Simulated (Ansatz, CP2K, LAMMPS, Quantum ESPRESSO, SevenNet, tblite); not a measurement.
# How stiff is glassy 67P2O5-33MgO (mol %) (80 atoms)? Programs compared

How stiff is glassy 67P2O5-33MgO (mol %) (80 atoms) under an even change of volume, and do other programs and learned potentials give the same pressure and slope as plane waves?

The results are calculated values.

### 1. The cell

The cell holds 80 atoms (20 P, 5 Mg and 55 O), with edges of 9.95, 9.95 and 9.95 Å. Recipe: 80 atoms (20 P, 5 Mg, 55 O) placed at random at 2.73 g/cm³, melted at 4000 K for 10 ps at fixed volume with the Morse and Coulomb pair potential with partial charges (Pedone, Malavasi, Menziani, Cormack and Segre, J. Phys. Chem. B 110, 11780 (2006)). Quenched from 4000 K to 300 K at 25 K/ps and fixed volume, held 5 ps. Then the atoms were relaxed with SevenNet 0 in the fixed cell.

Bonds by pair of elements; cutoffs follow the first minimum of g(r), held within bounds set by covalent radii, and pairs that aren't listed don't count as bonded:

```tsv
pair A-B	cutoff (Å)	bonds	mean length (Å)	spread (Å)	shortest (Å)	B about A	A about B
O-P	2.08	80	1.56	0.076	1.45	1.46	4
O-Mg	2.48	26	2.09	0.109	1.91	0.473	5.2
```

### 2. The reference input

Quantum ESPRESSO 7.5: Kohn-Sham DFT, PBE, SSSP efficiency 1.3.0 pseudopotentials, plane waves. Its input, pw.in, for the unchanged cell:

```
&control
  calculation = 'scf'
  pseudo_dir = './pseudo'
  outdir = './tmp'
  disk_io = 'none'
  tprnfor = .true.
  tstress = .true.
/
&system
  ibrav = 0
  nat = 80
  ntyp = 3
  ecutwfc = 60
  ecutrho = 480
  nosym = .true.
  occupations = 'smearing'
  smearing = 'fd'
  degauss = 0.003675
/
&electrons
  conv_thr = 4.0e-07
  electron_maxstep = 100
  mixing_beta = 0.4
  mixing_mode = 'plain'
  diagonalization = 'david'
/
ATOMIC_SPECIES
P 30.974 P.upf
Mg 24.305 Mg.upf
O 15.999 O.upf
CELL_PARAMETERS angstrom
9.95170 0.00000 0.00000
0.00000 9.95170 0.00000
0.00000 0.00000 9.95170
ATOMIC_POSITIONS crystal
P 0.60991 0.91169 0.46898
P 0.19645 0.91170 0.39442
P 0.39664 0.31605 0.75063
P 0.81787 0.16475 0.25820
[... 74 atom lines left out ...]
O 0.93278 0.36100 0.75371
O 0.52456 0.41835 0.25664
K_POINTS gamma
```

```console
$ OMP_NUM_THREADS=1 mpirun -np 4 pw.x -in pw.in > output.txt
```

The job ended after 1.7 min (4 MPI ranks of Arm Neoverse V2, shared host; peak memory 3 GiB).

It converged with an r.m.s. force component of 0.15 eV/Å and a pressure of 3.8 GPa.

### 3. Levels of theory

Every level solves the same cells as single points. CPU time is summed over a level's finished runs, on a host shared with the other runs, so it is rough; the force column is the median over cells of the r.m.s. difference of force components from the reference.

| level | basis or training data | k-points | runs finished | CPU time | peak memory (GiB) | force difference (meV/Å) |
| --- | --- | --- | --- | --- | --- | --- |
| QE, PBE | plane waves, SSSP efficiency, 60/480 Ry | Γ | 3 of 3 | 21 min | 3.1 | reference |
| CP2K double zeta, PBE | DZVP-MOLOPT-SR, GTH, 1200 Ry | Γ | 3 of 3 | 15 min | 9.7 | 240 |
| CP2K double zeta, LDA | DZVP-MOLOPT-SR, GTH, 1200 Ry | Γ | 3 of 3 | 11 min | 9.3 | 370 |
| CP2K double zeta, RPBE | DZVP-MOLOPT-SR, GTH, 1200 Ry | Γ | 3 of 3 | 15 min | 9.6 | 308 |
| tblite GFN1-xTB | tight binding with its own dispersion term | Γ | 3 of 3 | 11 s | 0.12 | 504 |
| SevenNet 0 | trained on PBE(+U) plane-wave data | - | 3 of 3 | 20 s | 0.96 | 153 |
| SevenNet l3i5 | trained on PBE(+U) plane-wave data | - | 3 of 3 | 25 s | 1.6 | 149 |

The reference's own r.m.s. force component runs from 148 to 158 meV/Å over these cells. SevenNet 0 relaxed the atoms, so in the cells that it relaxed its forces are near zero and its entry mostly repeats the reference's forces.

### 4. Pressure against volume

The cell is scaled evenly, and at each volume SevenNet 0 relaxes the atoms again before the single points. The unchanged volume is 12.320 Å³ an atom. Pressures in GPa:

```tsv
level	-3 %	0	+3 %
QE, PBE	5.14	3.80	2.62
CP2K double zeta, PBE	5.91	4.57	3.38
CP2K double zeta, LDA	-2.60	-3.58	-4.43
CP2K double zeta, RPBE	7.96	6.51	5.24
tblite GFN1-xTB	3.65	2.39	1.29
SevenNet 0	3.47	2.28	1.21
SevenNet l3i5	3.62	2.35	1.23
```

Energy less that of the unchanged cell at the same level, in meV an atom:

```tsv
level	-3 %	+3 %
QE, PBE	8.04	-5.50
CP2K double zeta, PBE	7.66	-5.00
CP2K double zeta, LDA	-1.86	3.76
CP2K double zeta, RPBE	12.37	-9.31
tblite GFN1-xTB	6.43	-4.42
SevenNet 0	6.48	-4.10
SevenNet l3i5	6.79	-4.25
```

### 5. Moduli

From the three volumes nearest the unchanged one: B from the slope of pressure against ln V and from the curvature of the energy, the pressure that the slope of the energy implies, and the volume change at which the printed pressure crosses zero (a dash if it doesn't within the range).

```tsv
level	B from pressures (GPa)	B from energies (GPa)	printed pressure (GPa)	pressure from energies (GPa)	zero pressure at (%)
QE, PBE	42.0	36.6	3.80	2.94	-
CP2K double zeta, PBE	42.2	38.5	4.57	2.74	-
CP2K double zeta, LDA	30.4	27.5	-3.58	-1.22	-
CP2K double zeta, RPBE	45.4	44.2	6.51	4.70	-
tblite GFN1-xTB	39.4	29.1	2.39	2.35	-
SevenNet 0	37.8	34.4	2.28	2.29	-
SevenNet l3i5	39.9	36.7	2.35	2.39	-
```

As a check by hand on the reference: from -3 to +3 % the pressure falls by 2.52 GPa while ln V grows by 0.0600, a ratio of 42.0 GPa.

Gap between the highest filled and the lowest empty level on the runs' k-points, in eV:

```tsv
level	-3 %	0	+3 %
QE, PBE	3.62	3.42	3.24
CP2K double zeta, PBE	3.26	3.05	2.86
CP2K double zeta, LDA	3.23	3.02	2.84
CP2K double zeta, RPBE	3.27	3.06	2.86
```

### 6. Outcome

The plane-wave reference (PBE) gives a bulk modulus of 42.0 GPa from its pressures, at a volume where its pressure is 3.80 GPa, and the pressure stays positive over the whole range. Other programs at PBE: CP2K double zeta, PBE 42.2 GPa (+0 %); its pressure lies +0.77 GPa from the reference's. Other functionals: CP2K double zeta, LDA 30.4 GPa (-28 %) and CP2K double zeta, RPBE 45.4 GPa (+8 %); their pressures lie -7.38 to +2.71 GPa from the reference's.

Learned potentials: SevenNet 0 37.8 GPa (-10 %) and SevenNet l3i5 39.9 GPa (-5 %); their pressures lie -1.52 to -1.45 GPa from the reference's. Tight binding: tblite GFN1-xTB 39.4 GPa (-6 %); its pressure lies -1.41 GPa from the reference's. The moduli are read at one volume but at unlike pressures, and a cell under tension is as a rule softer than one under compression. Moduli from the energies run from 27 to 44 GPa and part from those from pressures by as much as -26 % (tblite GFN1-xTB); they rest on differences of a few meV an atom and hold the work of each level's leftover forces. Printed pressure and the slope of the energy part by over 1.3 GPa for CP2K double zeta, PBE, CP2K double zeta, LDA and CP2K double zeta, RPBE; the atoms move along a path that isn't these levels' own, so their forces do work along it, and an error in the stress can't be told from that. The reference's gap falls as the cell grows, from 3.62 eV at -3 % to 3.24 eV at +3 %.

Caveats: The atoms follow SevenNet 0, not each level's own minimum, so these moduli only approach relaxed ones and hang on that choice. Three points at finite strain give rough moduli, at the given volume rather than at zero pressure. Pressures at a fixed plane-wave cutoff or in a small atom-centred basis hold some basis error. The quench rate of 25 K/ps is many orders above laboratory rates, so the cell is likely richer in defects and strain than a real sample. The reference samples only Γ, in a cell whose shortest periodic width is 10 Å. The reference isn't exact: its cutoffs and mesh weren't converged further here, and in our tests on small cells the SSSP efficiency potentials stood apart from two norm-conserving sets for C–F bonds most, for P–O and Y–O bonds less. Where levels are smeared, the DFT runs use Fermi–Dirac occupations at 580 K (0.05 eV), and energies are free energies.

[Long decimals in the printed logs are rounded to 6 places.]

[Logs are printed without paths, hosts, clocks, repeated set-up lines and the standing remarks that a program may print on its own settings, such as how far it seeks lower states.]

[Hosts, paths, dates, database ids (printed as entryN), source tags and the programs' standing remarks are cut or masked in the printed files.]
